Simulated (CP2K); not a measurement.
Consider phosphinine at its PBE geometry (Å).

```xyz
11

C    -0.2515    1.1260    0.0563
C    -1.3024    0.2056   -0.0171
C    -1.1047   -1.1737   -0.0885
P     0.4404   -1.9722   -0.0991
C     1.5001   -0.5966   -0.0003
C     1.0918    0.7360    0.0636
H    -0.4882    2.1888    0.1103
H    -2.3249    0.5908   -0.0174
H    -1.9873   -1.8161   -0.1431
H     2.5729   -0.8054    0.0115
H     1.8538    1.5168    0.1238
```

Method: CP2K XAS_TDP, all-electron GAPW, PBEh(45%), aug-cc-pVDZ, TDA, GW2X-corrected core level, no relativity.

Where do the C K-edge lines lie, and how strong are they?

Leading lines: C1 286.59 eV, C2 286.96 eV and C3 285.99 eV. The leading line of an atom is its first one with 35 % of the strongest within 2.5 eV of its lowest line over the strength cut. Core ionisation energies at this level: C2 292.21, C3 291.57 and C1 292.03 eV.

The first six lines of each atom with a strength over 0.0015:

```csv
atom,energy (eV),states,"strength, one atom",above the computed threshold
C1 (bonded to 2 C and H),286.59,1,0.0476,
,289.93,1,0.0110,
,291.17,1,0.0034,
,291.60,1,0.0092,
,291.82,1,0.0016,
,292.36,1,0.0024,yes
"C2 (bonded to 2 C and H), 2 alike",286.96,1,0.0512,
,290.12,1,0.0110,
,291.26,1,0.0016,
,291.38,1,0.0016,
,291.95,1,0.0022,
,291.98,1,0.0025,
"C3 (bonded to C, P and H), 2 alike",285.99,1,0.0502,
,289.61,1,0.0097,
,290.36,1,0.0069,
,290.66,1,0.0087,
,291.11,1,0.0036,
,291.33,1,0.0035,
```

Lines are vertical, at one geometry, with no vibrational structure. GW2X ionisation energies and lines can be off by 1 to 2 eV either way, and a good line position may hide errors that cancel. These values hold no scalar relativity, about 0.1 eV for C 1s. Rydberg lines, and the discretised continuum above threshold, depend on the basis and the box.

[Banner, clock and machine lines of the logs are left out without a mark of their own.]

[Logs are printed without paths, hosts, clocks, repeated set-up lines and the standing remarks that a program may print on its own settings, such as how far it seeks lower states.]

[Hosts, paths, dates, database ids (printed as entryN), source tags and the programs' standing remarks are cut or masked in the printed files.]
